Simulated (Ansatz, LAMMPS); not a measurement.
# Squeezing and shearing a frame of amorphous polyisobutylene (as short chains C22H46) from 500 K (204 atoms), part 3 of 3

How stiff is a frame of amorphous polyisobutylene (as short chains C22H46) from 500 K (204 atoms), and how do its levels respond to strain?

Ansatz 0.2.0; Kohn-Sham DFT, PBE+D4, PAW (set soft_2), plane waves.

The cell: 66 C and 138 H. The network of contacts between molecules at the start is that of the classical potential that made the cell. Sampling is at Γ alone.

So far. Step 10 (Stretched by 1 % along x): The relaxation converged after 3 steps, 0.117 eV below its start, with a largest force component of 0.031 eV/Å. Step 10 (Stretched by 1 % along x): Stretched by 1 % along x: the energy stands 0.00224 eV above that of the reference, at a pressure of -0.0494 GPa.

## (11) Compressed by 1 % along x

The relaxed cell is strained along x alone, which gives the stiffness along x and its coupling to y and z.

The input, input.yaml:

```yaml
crystal:
  lattice:
    - [12.03096, 0.11228, -0.1002]
    - [0.11116, 12.19041, 0.12865]
    - [-0.0992, 0.12865, 11.70581]
  atoms:
    [... the 204 atom lines of step 4 ...]
kpoints:
  mp_grid: { grid: [1, 1, 1] }
hamiltonian:
  xc: pbe
  dispersion: d4
scf:
  occupations: { method: fixed }
output:
  forces: true
  eigenvalues: true
  stress: true
relax:
  f_tol: 0.05
  max_steps: 70
```

On the command line:

```console
$ ansatz run input.yaml --threads 4 --pin off --max-ram 8192MiB --backend cpu --events-out ev --progress --plain --runs-dir out
```

Numbers of over 12 decimals in the logs are rounded to 6 here.

The log of the run:

```text
[...]
Crystal: 204 atoms, lattice volume = 1716.332 Å³
Basis set: ecut = 420 eV, 33559 PW (Γ), exchange–correlation on 162×180×160 points (8 copies of the dense FFT grid, shifted against one another)
Bands: 405, of which v1, the nominal top of the filled ones, is band 201 counted from 1 (200 counted from 0)
Symmetry: 1 space group operations
[...]
k-points: 1
[...]
SCF iter   1: F=—  HF=-18794.385060 eV  |F-HF|=—  |Δ(HF+E_count)|=         —  Δρ=4.51e-3  dr2=3.36e-1  ethr=1.77e-3  ⟨swp⟩=4.0  Hψ=1398  notcnv=0  defer=196
[...]
SCF iter   5: F=—  HF=-18794.392996 eV  |F-HF|=—  |Δ(HF+E_count)|=   3.37e-4  Δρ=5.29e-5  dr2=6.83e-5  ethr=1.17e-7  ⟨swp⟩=2.0  Hψ=412  notcnv=0  defer=202
SCF iter   6: F=-18794.392988 eV  HF=-18794.392989 eV  |F-HF|=1.62e-6  |Δ(HF+E_count)|=   7.17e-6  Δρ=1.41e-5  dr2=4.05e-6  ethr=1.55e-8  ⟨swp⟩=17.0  Hψ=2842  notcnv=0
SCF 1 converged in 6 iterations: F = -18794.392988 eV  dr2 = 4.05e-6
[...]
relax step   1: F+E_penalty+E_count = -18794.39298762 eV  Δ(F+E_penalty+E_count) = +0.000e0 eV  max|allowed force component| = 3.574e-1 eV/Å  Δτ_max = 0.0000 Å  (6 SCF iters, dr2 threshold 6.25e-5 eV, accepted)
[...]
relax step   2: F+E_penalty+E_count = -18794.49833437 eV  Δ(F+E_penalty+E_count) = -1.053e-1 eV  max|allowed force component| = 1.832e-1 eV/Å  Δτ_max = 0.0481 Å  (6 SCF iters, dr2 threshold 7.98e-6 eV, accepted)
[...]
relax step   3: F+E_penalty+E_count = -18794.51512815 eV  Δ(F+E_penalty+E_count) = -1.679e-2 eV  max|allowed force component| = 3.369e-2 eV/Å  Δτ_max = 0.0467 Å  (7 SCF iters, accepted)
SCF converged after 7 iterations
Free energy (F): -18794.515128 eV
[...]
Internal energy: -18794.515128 eV  (E = F + TS)
E sigma→0 (E₀):  -18794.515128 eV
Fermi energy:    -1.504524 eV
[...]
Σ components = -18794.515128   (vs F -18794.515128, Δ=0.00e0)
--- Forces (eV/Å), atoms counted from 1 ---
  atom   1  C      0.00407765    -0.00136836     0.00308689
  atom   2  C      0.00037654     0.00291941    -0.00774876
  atom   3  C      0.00119102     0.00637446     0.00833686
  atom   4  C     -0.00730436    -0.00708619    -0.00001316
[...]
atom 204  H     -0.00279017     0.00062445    -0.00052572
  max |Σ_I F_I| component: 5.56e-5 eV/Å
--- Stress (GPa, compression-positive) ---
        0.102677       0.009123       0.001105
        0.009123       0.049635       0.006862
        0.001106       0.006861       0.013949
  P = ⅓ Tr σ = 0.0554 GPa (0.554 kbar)
--- Band table (eV) ---
[...]
--- Relaxed structure (3 steps of the walk, 3 accepted, 0 SCFs on fresh bases) ---
  F+E_penalty+E_count = -18794.51512815 eV   max|allowed force component| = 3.369e-2 eV/Å
  atoms:
    - { symbol: C, position: [0.270189, 0.341622, 0.132709] }
    - { symbol: C, position: [0.197645, 0.241275, 0.118379] }
    - { symbol: C, position: [0.112094, 0.246362, 0.018701] }
    - { symbol: C, position: [0.022205, 0.334672, 0.039817] }
[...]
- { symbol: H, position: [0.850310, 0.925539, 0.659513] }
```

Elapsed: 95 s, on 4 threads of Arm Neoverse V1, shared host; peak memory 2.2 GiB; 6.2 min of CPU time.

The relaxation converged after 3 steps, 0.122 eV below its start, with a largest force component of 0.034 eV/Å.

Compressed by 1 % along x: the energy stands 0.00437 eV above that of the reference, at a pressure of 0.0554 GPa.

## (12) Sheared by 2 % in xy

A shear of the relaxed cell gives the modulus that volume changes can't reach.

input.yaml, the sections that differ from step 11:

```yaml
crystal:
  lattice:
    - [12.1536, 0.2338, -0.1002]
    - [0.23418, 12.19153, 0.12865]
    - [-0.09891, 0.12765, 11.70581]
  atoms:
    [... the 204 atom lines of step 4 ...]
# kpoints, hamiltonian, scf, output, relax: as in step 11
```

The log of the run:

```text
[...]
Crystal: 204 atoms, lattice volume = 1733.494 Å³
Basis set: ecut = 420 eV, 33887 PW (Γ), exchange–correlation on 180×180×160 points (8 copies of the dense FFT grid, shifted against one another)
Bands: 405, of which v1, the nominal top of the filled ones, is band 201 counted from 1 (200 counted from 0)
Symmetry: 1 space group operations
[...]
k-points: 1
[...]
SCF iter   1: F=—  HF=-18794.296734 eV  |F-HF|=—  |Δ(HF+E_count)|=         —  Δρ=4.44e-3  dr2=3.32e-1  ethr=1.77e-3  ⟨swp⟩=4.0  Hψ=1400  notcnv=0  defer=196
[...]
SCF iter   5: F=—  HF=-18794.307377 eV  |F-HF|=—  |Δ(HF+E_count)|=   3.43e-4  Δρ=5.35e-5  dr2=7.10e-5  ethr=1.20e-7  ⟨swp⟩=2.0  Hψ=413  notcnv=0  defer=202
SCF iter   6: F=-18794.307368 eV  HF=-18794.307370 eV  |F-HF|=1.64e-6  |Δ(HF+E_count)|=   7.27e-6  Δρ=1.41e-5  dr2=4.12e-6  ethr=1.55e-8  ⟨swp⟩=16.0  Hψ=2872  notcnv=0
SCF 1 converged in 6 iterations: F = -18794.307368 eV  dr2 = 4.12e-6
[...]
relax step   1: F+E_penalty+E_count = -18794.30736823 eV  Δ(F+E_penalty+E_count) = +0.000e0 eV  max|allowed force component| = 3.900e-1 eV/Å  Δτ_max = 0.0000 Å  (6 SCF iters, dr2 threshold 6.25e-5 eV, accepted)
[...]
relax step   2: F+E_penalty+E_count = -18794.47537340 eV  Δ(F+E_penalty+E_count) = -1.680e-1 eV  max|allowed force component| = 3.392e-1 eV/Å  Δτ_max = 0.0777 Å  (6 SCF iters, dr2 threshold 9.51e-6 eV, accepted)
[...]
relax step   3: F+E_penalty+E_count = -18794.51497773 eV  Δ(F+E_penalty+E_count) = -3.960e-2 eV  max|allowed force component| = 5.950e-2 eV/Å  Δτ_max = 0.0329 Å  (5 SCF iters, dr2 threshold 7.19e-6 eV, accepted)
relax step   4: F+E_penalty+E_count = -18794.51703745 eV  Δ(F+E_penalty+E_count) = -2.060e-3 eV  max|allowed force component| = 5.919e-3 eV/Å  Δτ_max = 0.0314 Å  (7 SCF iters, accepted)
relax step   5: F+E_penalty+E_count = -18794.51861111 eV  Δ(F+E_penalty+E_count) = -1.574e-3 eV  max|allowed force component| = 2.723e-2 eV/Å  Δτ_max = 0.0558 Å  (7 SCF iters, accepted)
relax step   6: F+E_penalty+E_count = -18794.52035746 eV  Δ(F+E_penalty+E_count) = -1.746e-3 eV  max|allowed force component| = 3.337e-2 eV/Å  Δτ_max = 0.1018 Å  (8 SCF iters, accepted)
[...]
relax step   7: F+E_penalty+E_count = -18794.52146411 eV  Δ(F+E_penalty+E_count) = -1.107e-3 eV  max|allowed force component| = 2.870e-2 eV/Å  Δτ_max = 0.0905 Å  (8 SCF iters, accepted)
SCF converged after 8 iterations
Free energy (F): -18794.521464 eV
[...]
Internal energy: -18794.521464 eV  (E = F + TS)
E sigma→0 (E₀):  -18794.521464 eV
Fermi energy:    -1.558453 eV
[...]
Σ components = -18794.521464   (vs F -18794.521464, Δ=0.00e0)
--- Forces (eV/Å), atoms counted from 1 ---
  atom   1  C      0.00509393     0.00969673    -0.00249550
  atom   2  C     -0.02082440     0.00201598    -0.00766337
  atom   3  C      0.01407051    -0.00687929     0.00638558
  atom   4  C     -0.00257569    -0.00597990    -0.00618021
[...]
atom 204  H     -0.00283082     0.00015382    -0.00329849
  max |Σ_I F_I| component: 1.31e-5 eV/Å
--- Stress (GPa, compression-positive) ---
       -0.038152      -0.017720       0.002690
       -0.017719      -0.019453       0.006915
        0.002690       0.006915      -0.059348
  P = ⅓ Tr σ = -0.0390 GPa (-0.390 kbar)
--- Band table (eV) ---
[...]
--- Relaxed structure (7 steps of the walk, 7 accepted, 0 SCFs on fresh bases) ---
  F+E_penalty+E_count = -18794.52146411 eV   max|allowed force component| = 2.870e-2 eV/Å
  atoms:
    - { symbol: C, position: [0.253938, 0.349609, 0.143341] }
    - { symbol: C, position: [0.188619, 0.246742, 0.124698] }
    - { symbol: C, position: [0.108498, 0.249680, 0.020863] }
    - { symbol: C, position: [0.015459, 0.336997, 0.036409] }
[...]
- { symbol: H, position: [0.846698, 0.921484, 0.653083] }
```

Run time: 3.6 min. Hardware: 4 threads; peak memory 2.2 GiB.

The relaxation converged after 7 steps, 0.214 eV below its start, with a largest force component of 0.029 eV/Å.

Sheared by 2 % in xy: the energy stands 0.00196 eV below that of the reference, at a pressure of -0.0390 GPa.

## (13) Pressure against volume

Atoms are relaxed at each volume, in the scaled cell.

| volume change (%) | volume (Å³/atom) | energy change (meV/atom) | pressure (GPa) | largest move on relaxing (Å) | bonds | gap (eV) |
| --- | --- | --- | --- | --- | --- | --- |
| -10 | 7.649 | 1.81 | 0.83 | 0.32 | 201 | 5.61 |
| -6 | 7.988 | 0.57 | 0.40 | 0.20 | 201 | 5.53 |
| -3 | 8.243 | 0.12 | 0.17 | 0.09 | 201 | 5.48 |
| +0 | 8.498 | 0.00 | 0.01 | - | 201 | 5.43 |
| +3 | 8.753 | 0.09 | -0.13 | 0.07 | 201 | 5.39 |
| +6 | 9.008 | 0.38 | -0.21 | 0.14 | 201 | 5.34 |

## (14) Uniaxial strain and shear

Stress (GPa, compression positive) less that of the relaxed cell, atoms relaxed:

| strain | xx | yy | zz | xy | energy change (meV/atom) |
| --- | --- | --- | --- | --- | --- |
| stretched by 1 % along x | -0.079 | -0.041 | -0.044 | -0.001 | 0.01 |
| compressed by 1 % along x | 0.090 | 0.037 | 0.023 | 0.011 | 0.02 |
| sheared by 2 % in xy | -0.051 | -0.032 | -0.050 | -0.016 | -0.01 |

## (15) What came out

The bulk modulus, from the slope of pressure against ln V over the three points nearest the relaxed volume, is 5.08 GPa; a quadratic over all points gives a pressure derivative of about 11. The gap goes from 5.61 eV at the smallest volume to 5.34 eV at the largest, -1.6 eV per unit of ln V by a straight line, on the run's k-points. The shear changes the normal stresses by up to 0.05 GPa, more than the shear stress itself (0.02 GPa), so the response isn't simply elastic and the value of C66 is doubtful. In the Cartesian axes of the cell, finite differences give C11 = 8.45, C12 = 3.92, C13 = 3.36 and C66 = 0.811 GPa (the shear of 2 % is the engineering strain, εxy = 0.01). The mean of C11, C12 and C13, which equals the bulk modulus in a cubic or isotropic solid, is 5.24 GPa: it agrees with the bulk modulus within 10 %. For an isotropic solid C66 would equal (C11 − C12)/2 = 2.27 GPa; so small a sample needn't be isotropic, and C66 rests on one shear. The two differ too much for isotropic moduli to be formed.

**Limits.** Strains are finite and relaxations stop at the force tolerance of the input, which can leave moduli too stiff; they are those of a static cell at zero temperature. Volumes are changed with the cell's shape held, so in an anisotropic solid the modulus lies over the one under free hydrostatic load. The program notes that the SCF threshold of the relaxations is loose for the stress.

The DFT runs together took 34 min of wall time.

[Logs are printed without paths, hosts, clocks, repeated set-up lines and the standing remarks that a program may print on its own settings, such as how far it seeks lower states.]

[Hosts, paths, dates, database ids (printed as entryN), source tags and the programs' standing remarks are cut or masked in the printed files.]
